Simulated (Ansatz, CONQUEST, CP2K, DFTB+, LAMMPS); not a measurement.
# Liquid K(F,Br) at 1200 K (94 atoms) in DFTB+

Aim: run liquid K(F,Br) at 1200 K (94 atoms) in DFTB+ and see how near its forces come to a plane-wave reference, and at what cost.

Calculated with DFTB+ 25.1; the method is named at each step.

## (1) The structure

The cell holds 94 atoms: 47 K, 18 F and 29 Br. Its edges and angles: a = 15.650 Å, b = 15.650 Å, c = 15.650 Å, α = 90.0°, β = 90.0°, γ = 90.0°. 94 atoms (47 K, 18 F, 29 Br) placed at random at 1.95 g/cm³, melted at 1800 K for 10 ps at fixed volume with the Lennard-Jones and Coulomb ion parameters for SPC/E (Joung and Cheatham, J. Phys. Chem. B 112, 9020 (2008)), full charges. Snapshot at the end of a hold of 20 ps at 1200 K and fixed volume.

The yardstick, on the same geometry:

- method: Kohn-Sham DFT, PBE, PAW, plane waves (Ansatz 0.2.0); cutoff 420 eV, Γ point, fermi-dirac smearing of 0.05 eV; PAW set soft_2
- r.m.s. force component: 0.2821 eV/Å
- longest force: 1.368 eV/Å
- pressure: -0.4619 GPa
- gap (highest filled to lowest empty level): 3.075 eV
- SCF cycles: 9
- time: 47 s on 4 threads of Intel Xeon Platinum 8259CL at 2.50GHz (Skylake/Cascade Lake), shared host
- CPU time: 3 min

## (2) IPEA1-xTB

Method: IPEA1-xTB tight binding, diagonalisation.

Contents of dftb_in.hsd:

```
Geometry = GenFormat {
  <<< geo.gen
}
Driver = {}
Hamiltonian = xTB {
  Method = "IPEA1-xTB"
  SccTolerance = 1e-06
  MaxSccIterations = 300
  Mixer = Broyden { MixingParameter = 0.2 }
  Filling = Fermi { Temperature [K] = 580 }
  KPointsAndWeights = { 0.0 0.0 0.0 1.0 }
}
Analysis {
  PrintForces = Yes
  MullikenAnalysis = Yes
}
ParserOptions { ParserVersion = 14 }
```

Contents of geo.gen:

```
94 F
K F Br
1 1 0.17642 0.02124 0.51204
2 1 0.78268 0.45463 0.17486
3 1 0.25339 0.20338 0.60339
4 1 0.97163 0.32418 0.90886
5 1 0.17853 0.01679 0.29750
6 1 0.44699 0.97509 0.73018
7 1 0.41824 0.12288 0.44381
8 1 0.74866 0.59984 0.68442
9 1 0.73158 0.07451 0.53890
10 1 0.30151 0.18753 0.08609
11 1 0.72243 0.04640 0.77023
12 1 0.78628 0.15135 0.18230
13 1 0.43816 0.61878 0.71682
14 1 0.19631 0.80601 0.01747
15 1 0.05073 0.07577 0.03660
16 1 0.81839 0.98714 0.33643
17 1 0.78290 0.38745 0.73021
18 1 0.33753 0.63913 0.33811
19 1 0.92428 0.63301 0.96846
20 1 0.61864 0.58585 0.89568
21 1 0.55562 0.47760 0.21664
22 1 0.72642 0.57485 0.37347
23 1 0.27083 0.44714 0.51807
24 1 0.56683 0.23211 0.02303
25 1 0.11495 0.22859 0.31880
26 1 0.92257 0.96288 0.55049
27 1 0.21504 0.04245 0.78579
28 1 0.59379 0.28780 0.32595
29 1 0.11735 0.74091 0.65848
30 1 0.30170 0.49731 0.95710
31 1 0.65350 0.80293 0.47111
32 1 0.20353 0.32224 0.83512
33 1 0.99972 0.15461 0.73191
34 1 0.81576 0.29681 0.41248
35 1 0.94770 0.66371 0.40722
36 1 0.69776 0.75220 0.22672
37 1 0.32772 0.29926 0.32223
38 1 0.92075 0.80804 0.14882
39 1 0.43304 0.97867 0.26785
40 1 0.93750 0.92442 0.79713
41 1 0.32426 0.90611 0.55687
42 1 0.52268 0.34210 0.81667
43 1 0.01274 0.39213 0.62396
44 1 0.45146 0.76976 0.93312
45 1 0.51947 0.43330 0.57469
46 1 0.72538 0.94148 0.97630
47 1 0.07274 0.43215 0.18957
48 2 0.15660 0.12690 0.15127
49 2 0.63832 0.31069 0.16917
50 2 0.65646 0.42071 0.38880
51 2 0.93228 0.33554 0.75982
52 2 0.29887 0.03432 0.64803
53 2 0.78010 0.92353 0.48140
54 2 0.76966 0.14185 0.37538
55 2 0.79032 0.71961 0.40001
56 2 0.85672 0.02260 0.67342
[... 38 atom lines left out ...]
0.0 0.0 0.0
15.65030 0.00000 0.00000
0.00000 15.65030 0.00000
0.00000 0.00000 15.65030
```

Launch:

```sh
$ OMP_NUM_THREADS=1 dftb+ > output.txt
```

The program printed:

```text
Reading input file 'dftb_in.hsd'
Parser version: 14
--------------------------------------------------------------------------------
Processed input in HSD format written to 'dftb_pin.hsd'
Starting initialization...
--------------------------------------------------------------------------------
WARNING!
-> Dipole printed for extended system : value printed is not well defined
Mode:                        Static calculation
Self consistent charges:     Yes
SCC-tolerance:                 0.100000E-05
Max. scc iterations:                    300
Shell resolved Hubbard:      Yes
Spin polarisation:           No
Nr. of up electrons:           188.000000
Nr. of down electrons:         188.000000
Periodic boundaries:         Yes
Electronic solver:           Relatively robust
Mixer:                       Broyden mixer
Mixing parameter:                  0.200000
Nr. of chrg. vec. in memory:            300
Max. SCC-cycles:                        300
tblite library version:      0.3.0
-> parametrization:          IPEA1-xTB
-> repulsion:                Yes
-> dispersion:               Yes
-> halogen bonding:          Yes
-> electrostatics:           Yes
   -> isotropic:             Yes
   -> anisotropic:           No
   -> third-order:           Yes
Electronic temperature:              0.183675E-02 H      0.499806E-01 eV
Initial charges:             Set automatically (system chrg:   0.000E+00)
Included shells:             K:  s, p
                             F:  s, p, s2
                            Br:  s, p, d
K-points and weights:           1:  0.000000  0.000000  0.000000     1.000000
K-points in absolute space:     1:  0.000000  0.000000  0.000000
Extra options:
                             Mulliken analysis
                             Force calculation
Force type                   original
--------------------------------------------------------------------------------
***  Geometry step: 0
 iSCC Total electronic   Diff electronic      SCC error
    1   -0.23358972E+03    0.00000000E+00    0.96024438E+00
    2   -0.23433125E+03   -0.23358972E+03    0.75919702E+00
    3   -0.23404146E+03   -0.74152927E+00    0.91632630E+00
    4   -0.23424343E+03    0.28978269E+00    0.71002943E+00
    5   -0.23430268E+03   -0.20197055E+00    0.80619297E+00
    6   -0.23431001E+03   -0.59248315E-01    0.93203984E+00
    7   -0.23455116E+03   -0.73310646E-02    0.36702335E+00
    8   -0.23463759E+03   -0.24114331E+00    0.19719805E+00
    9   -0.23459097E+03   -0.86430545E-01    0.40273882E+00
   10   -0.23452270E+03    0.46619740E-01    0.69466227E+00
   11   -0.23462831E+03    0.68264318E-01    0.37491637E+00
   12   -0.23468401E+03   -0.10560651E+00    0.12915873E+00
[...]
>> Charges saved for restart in charges.bin
[...]
>> Charges saved for restart in charges.bin
[...]
58   -0.23469864E+03    0.14658269E-07    0.68207720E-05
   59   -0.23469864E+03   -0.63727441E-08    0.70235324E-05
>> Charges saved for restart in charges.bin
   60   -0.23469864E+03    0.11347936E-08    0.59107067E-05
   61   -0.23469864E+03    0.45375828E-08    0.35667943E-05
>> Charges saved for restart in charges.bin
   62   -0.23469864E+03   -0.15776891E-08    0.71264570E-06
Total Energy:                     -234.8108831939 H        -6389.5292 eV
Extrapolated to 0K:               -234.8179817897 H        -6389.7224 eV
Total Mermin free energy:         -234.8250803856 H        -6389.9156 eV
Force related energy:             -234.8250803856 H        -6389.9156 eV
Volume:                              0.258681E+05 au^3   0.383326E+04 A^3
Pressure:                           -0.108202E-03 au    -0.318341E+10 Pa
```

detailed.out:

```text
Fermi distribution function
Calculation with static geometry
********************************************************************************
 iSCC Total electronic   Diff electronic      SCC error
   62   -0.23469864E+03   -0.15776891E-08    0.71264570E-06
********************************************************************************
 Total charge:    -0.00000000
 Atomic gross charges (e)
 Atom           Charge
    1       0.45912839
    2       0.39658882
    3       0.47833218
    4       0.18954896
    5       0.20513619
    6       0.23939676
    7       0.40686138
    8       0.10181970
    9       0.07956772
   10       0.18366116
   11       0.22611055
   12       0.35230327
[...]
90      -0.15446630
   91      -0.13497168
   92      -0.12559181
   93      -0.13787855
   94      -0.09684946
Fermi level:                        -0.4391001231 H          -11.9485 eV
Band energy:                      -215.7366657518 H        -5870.4934 eV
TS:                                  0.0141971917 H            0.3863 eV
Band free energy (E-TS):          -215.7508629435 H        -5870.8797 eV
Extrapolated E(0K):               -215.7437643476 H        -5870.6865 eV
Input / Output electrons (q):    376.0000000000    376.0000000000
Energy H0:                        -235.5008942667 H        -6408.3054 eV
Energy SCC:                          0.8022527880 H           21.8304 eV
Total Electronic energy:          -234.6986414787 H        -6386.4750 eV
Repulsive energy:                    0.1835090210 H            4.9935 eV
Halogen correction energy:           0.0000000000 H            0.0000 eV
Total energy:                     -234.8108831939 H        -6389.5292 eV
Extrapolated to 0:                -234.8179817897 H        -6389.7224 eV
Total Mermin free energy:         -234.8250803856 H        -6389.9156 eV
Force related energy:             -234.8250803856 H        -6389.9156 eV
Non-constrained calculation
SCC converged
Total Forces
    1     -0.050261253210      0.030681798792     -0.007085798733
    2      0.002421635062     -0.002393064560     -0.008178525245
    3      0.010692679261      0.010572895785      0.012046854247
    4     -0.007615843587     -0.012090210126     -0.000508150554
    5      0.001138894546     -0.013652284594     -0.019096408110
    6      0.006469650633      0.000860269552      0.007667811044
    7     -0.000148260125      0.007070524199      0.002142796938
    8      0.004037573771      0.012338152543      0.005207995909
    9     -0.006428206013     -0.000250860627     -0.002691340706
   10     -0.003823829018     -0.012185781757      0.008495015767
   11     -0.005706404694      0.003539390314     -0.002370902680
[...]
90     -0.004372899542     -0.001257980711      0.004235431074
   91     -0.001870192402      0.005353685998     -0.002083085992
   92     -0.001035943563      0.008501529215      0.001254261783
   93     -0.000875020141     -0.011635454339      0.000300008618
   94     -0.006152092000      0.000821971815      0.006178496474
Total stress tensor
     -0.000096305448     -0.000005598580      0.000008638321
     -0.000005598580     -0.000113831729     -0.000004166932
      0.000008638321     -0.000004166932     -0.000114468156
Total lattice derivs
      0.084235248272      0.004896895767     -0.007555659156
      0.004896895767      0.099564917352      0.003644680345
     -0.007555659156      0.003644680345      0.100121579469
Maximal derivative component:        0.502613E-01 au
Volume:                              0.258681E+05 au^3
Pressure:                           -0.108202E-03 au    -0.318341E+10 Pa
Warning: dipole moment is not defined absolutely!
Dipole moment:    4.39442044    2.97737530   -5.88620527 au
Dipole moment:   11.16950354    7.56773376  -14.96124268 Debye
```

Run time: 21 s. Hardware: 1 thread of Intel Xeon Platinum 8259CL at 2.50GHz (Skylake/Cascade Lake), shared host; peak memory 0.3 GiB.

Banners, paths, timers and routine set-up lines are dropped from the logs unmarked, and long logs keep their key lines alone; longer cuts are marked.

Compared with the plane-wave run:

* r.m.s. force component: 0.386 eV/Å
* r.m.s. difference of force components: 357.4 meV/Å
* longest difference of force vectors: 2726 meV/Å
* force difference over r.m.s. force: 126.7 %
* slope of forces against the reference's: 0.6337
* correlation of force components: 0.4632
* pressure: -3.183 GPa
* pressure difference: -2.721 GPa

Length of the force difference by element (eV/Å):

| element | atoms | mean | most |
| --- | --- | --- | --- |
| Br | 29 | 0.37 | 0.81 |
| F | 18 | 0.43 | 0.83 |
| K | 47 | 0.59 | 2.7 |

The surroundings of K13, whose charge lies farthest from its element's mean, nearest first, numbered as they follow in the input and with coordinates relative to it.

| atom | x | y | z | distance (Å) | Mulliken charge (e) | Fx | Fy | Fz (eV/Å) |
| --- | --- | --- | --- | --- | --- | --- | --- | --- |
| K13 | 0.00 | 0.00 | 0.00 | 0.00 | -0.08 | -0.29 | 0.30 | 0.14 |
| F59 | 0.12 | -0.30 | 2.74 | 2.76 | -0.35 | -0.05 | 0.01 | -0.22 |
| Br77 | -1.81 | 1.10 | -2.19 | 3.05 | -0.15 | -0.16 | -0.14 | -0.24 |
| Br93 | 2.39 | 0.83 | -1.83 | 3.13 | -0.14 | -0.04 | -0.60 | 0.02 |
| Br84 | -1.15 | -3.17 | 0.48 | 3.41 | -0.14 | -0.19 | 0.33 | -0.60 |
| K45 | 1.27 | -2.90 | -2.22 | 3.87 | 0.06 | -0.27 | -0.24 | 0.00 |
| F63 | 2.93 | -2.54 | 0.13 | 3.88 | -0.38 | 0.05 | 0.08 | 0.01 |
| K20 | 2.82 | -0.52 | 2.80 | 4.01 | 0.03 | 0.24 | 0.05 | 0.19 |
| K44 | 0.21 | 2.36 | 3.39 | 4.13 | 0.09 | -0.20 | 0.16 | 0.15 |

Forces lie 127 % from the reference's, at 0.12 times its CPU time (on 1 against 4 cores); the SCF took 62 steps, which the time reflects.

[end of part 1 of 2]

[Also dropped from logs without a mark: logging warnings of Python, and SIESTA's first energy breakdown and zero terms.]

[Logs are printed without paths, hosts, clocks, repeated set-up lines and the standing remarks that a program may print on its own settings, such as how far it seeks lower states.]

[Hosts, paths, dates, database ids (printed as entryN), source tags and the programs' standing remarks are cut or masked in the printed files.]
